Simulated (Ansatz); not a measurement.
# CaTi2Zn2, from a guessed structure to a relaxed one, part 2 of 2

This structure for CaTi2Zn2 is made up. Its elements were placed in a known structure type with a cell scaled to their sizes. What cell does the guess relax to, and how far off was it?

Ansatz 0.2.0; DFT, PBEsol, plane-wave PAW, files of the set soft_1, scalar-relativistic, no spin, cell and ions relaxed at zero pressure; PAW set soft_1 (the session's first sound run).

So far: The structure; Relaxing cell and atoms. The relaxed cell has a = 4.608, c = 9.801 Å (conventional setting).

## (3) Bands of the relaxed cell

With the geometry fixed, one more self-consistent run, with a narrower smearing and the mesh shown in its input, gives the bands, and its pressure, and its forces where symmetry allows any, show how far the geometry depends on these settings.

This step: DFT, PBEsol, plane-wave PAW, files of the set soft_1, scalar-relativistic, no spin, bands and density of states at the relaxed cell; PAW set soft_1 (Ansatz 0.2.0).

Input file input.yaml:

```yaml
crystal:
  lattice:
    - [-2.3038991964, 2.3038991964, 4.9005352581]
    - [2.3038991964, -2.3038991964, 4.9005352581]
    - [2.3038991964, 2.3038991964, -4.9005352581]
  atoms:
    - { symbol: Zn, position: [0.25, 0.75, 0.5] }
    - { symbol: Zn, position: [0.75, 0.25, 0.5] }
    - { symbol: Ti, position: [0.643357658, 0.643357658, 0.0] }
    - { symbol: Ti, position: [0.356642342, 0.356642342, 0.0] }
    - { symbol: Ca, position: [0.0, 0.0, 0.0] }
kpoints:
  mp_grid: { grid: [10, 10, 10] }
  band_path:
    path:
      - [[0.0, 0.0, 0.0], [0.0, 0.0, 0.5], [-0.11051212, 0.11051212, 0.5], [-0.30525606, 0.30525606, 0.30525606], [0.0, 0.0, 0.0], [0.5, 0.5, -0.5], [0.30525606, 0.69474394, -0.30525606], [0.0, 0.5, 0.0], [0.25, 0.25, 0.25], [0.5, 0.5, -0.11051212], [0.5, 0.5, -0.5]]
      - [[0.0, 0.0, 0.5], [0.25, 0.25, 0.25]]
    npoints: 7
scf:
  occupations: { method: fermi_dirac, width: 0.03 }
  n_extra_bands: 9
hamiltonian:
  xc: pbesol
  pseudopotentials: { kind: paw, azcp: { folder: soft_1 }, xc_functional: pbe }
output:
  forces: true
  stress: true
  write_bands: true
  dos: { projected: true }
  write_density: true
  write_potential: true
  elf: true
  volumetric_format: npy
```

On the command line:

```console
> ansatz run input.yaml --threads 4 --pin off --max-ram 8192MiB --backend cpu --events-out ev --progress --plain --runs-dir out
```

Numbers of over 12 decimals in the logs are rounded to 6 here.

The log of the run:

```text
[...]
Crystal: 5 atoms, lattice volume = 104.047 Å³
Basis set: ecut = 420 eV, 2049 PW (Γ), exchange–correlation on 80×80×80 points (8 copies of the dense FFT grid, shifted against one another)
Bands: 38, of which v1, the nominal top of the filled ones, is band 29 counted from 1 (28 counted from 0)
Symmetry: 16 space group operations
[...]
k-points: 102 of 1000
[...]
SCF iter   1: F=—  HF=-13303.837793 eV  |F-HF|=—  |Δ(HF+E_count)|=         —  Δρ=1.03e-1  dr2=9.75e0  ethr=3.10e-3  ⟨swp⟩=7.5  Hψ=17178  notcnv=0
[...]
SCF iter  10: F=-13301.704615 eV  HF=-13301.704615 eV  |F-HF|=1.21e-8  |Δ(HF+E_count)|=   9.85e-8  Δρ=4.88e-6  dr2=2.75e-8  ethr=1.72e-10  ⟨swp⟩=14.7  Hψ=25840  notcnv=0
SCF 1 converged in 10 iterations: F = -13301.704615 eV  dr2 = 2.75e-8
[...]
NSCF: frozen V_eff on 79 k-points
SCF converged after 10 iterations
Free energy (F): -13301.704615 eV
[...]
Internal energy: -13301.678401 eV  (E = F + TS)
E sigma→0 (E₀):  -13301.691508 eV
Entropy (-TS):   -0.026214 eV (-5.243 meV/atom)
Fermi energy:    9.122525 eV
[...]
--- Forces (eV/Å), atoms counted from 1 ---
  atom   1  Zn     0.00000000    -0.00000000     0.00000000
  atom   2  Zn     0.00000000    -0.00000000     0.00000000
  atom   3  Ti     0.00000000    -0.00000000     0.00265876
  atom   4  Ti    -0.00000000    -0.00000000    -0.00265876
  atom   5  Ca     0.00000000     0.00000000     0.00000000
  max |Σ_I F_I| component: 1.91e-17 eV/Å
--- Stress (GPa, compression-positive) ---
        0.071836       0.000000      -0.000000
        0.000000       0.071836       0.000000
        0.000000       0.000000       0.000504
  P = ⅓ Tr σ = 0.0481 GPa (0.481 kbar)
--- Band table (eV; the first three rows and the last of 102) ---
  k-point 0: bands = [... 25 lower, 8.0460, 8.0460, 8.2464, 8.7651, 9.2597, 9.2597, 9.4706, 9.9327, ... 5 higher]
  k-point 1: bands = [... 25 lower, 8.0098, 8.1598, 8.4100, 8.6757, 9.2233, 9.4239, 9.4476, 10.0170, ... 5 higher]
  k-point 2: bands = [... 25 lower, 8.0407, 8.3054, 8.4452, 9.0281, 9.1860, 9.2481, 9.7193, 10.1916, ... 5 higher]
  k-point 101: bands = [... 25 lower, 8.0987, 8.0987, 8.4314, 9.4017, 9.8511, 9.9670, 10.2523, 10.2523, ... 5 higher]
```

Elapsed: 5.8 s, on 4 threads of AMD EPYC 9R14 (Zen 4), shared host; peak memory 0.69 GiB.

Numbers from this step:

```yaml
free_energy: -13301.7046 eV
energy_at_zero_smearing: -13301.6915 eV
smearing_term_ts: 0.02621 eV
fermi_energy: 9.123 eV
pressure: 0.04806 GPa
```

bands.tsv at the labelled points (eV, zero at the Fermi level; the bands that come nearest the Fermi level along the path):

```tsv
point	band 26	band 27	band 28	band 29	band 30	band 31	band 32	band 33
Γ	-1.08	-1.08	-0.88	-0.36	0.14	0.14	0.35	0.81
X	-2.22	-1.05	-0.20	-0.17	0.51	0.59	0.80	0.85
Y	-1.52	-1.51	-0.21	-0.16	0.35	0.45	0.63	1.45
S	-0.86	-0.80	-0.19	-0.18	-0.13	0.42	0.55	1.35
Γ	-1.08	-1.08	-0.88	-0.36	0.14	0.14	0.35	0.81
Z	-1.02	-1.02	-0.69	0.28	0.73	0.84	1.13	1.13
S1	-0.86	-0.80	-0.19	-0.18	-0.13	0.42	0.55	1.35
N	-0.81	-0.66	-0.45	-0.38	0.00	0.50	0.55	0.89
P	-2.71	-0.71	-0.71	0.05	0.60	0.67	0.79	1.23
Y1	-1.52	-1.51	-0.21	-0.16	0.35	0.45	0.63	1.45
Z	-1.02	-1.02	-0.69	0.28	0.73	0.84	1.13	1.13
X	-2.22	-1.05	-0.20	-0.17	0.51	0.59	0.80	0.85
P	-2.71	-0.71	-0.71	0.05	0.60	0.67	0.79	1.23
```

Counts of states for the cell as run, both spins, by energy window (eV from the Fermi level):

```
from  to  total
  -8  -7  17.75
  -7  -6   2.78
  -6  -5   1.05
  -5  -4   1.17
  -4  -3   1.25
  -3  -2   1.15
  -2  -1   3.10
  -1   0   5.75
   0   1   6.52
   1   2   5.76
```

A further 24.0 states lie below the table's range.

ELF in the ab plane of the cell as run, not the conventional one, at fractional z = 0.000, with atoms of Ti and Ca within 0.2 Å of it. It is the smooth field of the valence electrons, not physical close to the nuclei.

Ten even steps from '_' (0.06) to '@' (0.85), each cell a mean:
```
@@@@%%..__--++++++++==--__..##@@
@@@@##..__::----::::::::..__::##
==++--____....__......________..
________..::____==**++--____..__
::..__..--==::__**%%%%##--__::--
++--::..::++++..++%%**%%++..::==
++==..____..++++--**%%%%**..::++
++==..__::--::====--++**==..::++
++==..--##%%**--==++..______--++
++==..--######**::++++::__..--++
==--....######%%--..++==::..::--
..::..__--######::__::--..______
__________..----____....____....
**::____............::____--##%%
@@%%::__::--========--..__++@@@@
@@@@**__..==++++++++++::__==@@@@
```
Columns run along a (5.9 Å), rows up along b (5.9 Å). Atoms in or near the plane, at fractional coordinates: Ti at (0.64, 0.64), Ti at (0.36, 0.36), Ca at (0.00, 0.00).

Electrostatic potential energy in the ab plane of the cell as run, not the conventional one, at fractional z = 0.000, with atoms of Ti and Ca within 0.2 Å of it. With pseudopotentials it is smooth inside the atoms' cores, unlike the true potential.

Ten even steps from '0' (-37 eV) to '9' (12 eV), each cell a mean:
```
0048999999999840
1258999999999974
7678999876789998
9889999742358999
9999999720025899
9999999830003799
9998889962002699
9987557886324799
9985212689877899
9985100279999999
9996200158999999
9998521258999999
8999865578999888
5799998889998754
0479999999998620
0058999999999710
```
Columns run along a (5.9 Å; values clipped at the 3rd and 97th percentile), rows up along b (5.9 Å). Atoms in or near the plane, at fractional coordinates: Ti at (0.64, 0.64), Ti at (0.36, 0.36), Ca at (0.00, 0.00).

Valence density in the ab plane of the cell as run, not the conventional one, at fractional z = 0.000, with atoms of Ti and Ca within 0.2 Å of it. It is the smooth field of the valence electrons, not physical close to the nuclei.

Ten even steps from '_' (0 e/Å³) to '@' (11 e/Å³), each cell a mean:
```
++--..______________________..--
::::__________________________..
________________________________
__________________::..__________
________________..++##--________
________________..**@@##..______
__________________::**++::______
____________________....________
________::==::__________________
________==%%##::________________
________::##%%==________________
__________::==::________________
________________________________
______________________________..
--..________________________::--
++--________________________::++
```
Columns run along a (5.9 Å), rows up along b (5.9 Å). Atoms in or near the plane, at fractional coordinates: Ti at (0.64, 0.64), Ti at (0.36, 0.36), Ca at (0.00, 0.00).

## (4) Summary of results

| Quantity | Value |
| --- | --- |
| space group, relaxed | I4/mmm |
| conventional cell | a = 4.608, b = 4.608, c = 9.801 Å; α = 90.0°, β = 90.0°, γ = 90.0° |
| volume per atom | 20.81 Å³ (guess 18.85) |

**Reading.** CaTi2Zn2 relaxes to I4/mmm with a = 4.608, b = 4.608 and c = 9.801 Å. The guessed volume was 9 % too small. The space group I4/mmm was held in the relaxation, so the end point is a stationary structure within it and may be a saddle against distortions or other arrangements. Bands cross the Fermi level, so it is a metal or semimetal at this level. On the 10×10×10 mesh with the narrower smearing (relaxed on 9×9×9) the largest force component is 0.003 eV/Å and the largest stress component is 0.072 GPa, against the relaxation's thresholds of 0.015 eV/Å and 0.05 GPa. The cutoff wasn't tested. No dispersion term is used, so weakly bound directions may come out too long. The runs have no spin, and magnetism wasn't tested. Nothing here tests whether the compound is stable against decomposition.

[Logs are printed without paths, hosts, clocks, repeated set-up lines and the standing remarks that a program may print on its own settings, such as how far it seeks lower states.]

[Hosts, paths, dates, database ids (printed as entryN), source tags and the programs' standing remarks are cut or masked in the printed files.]
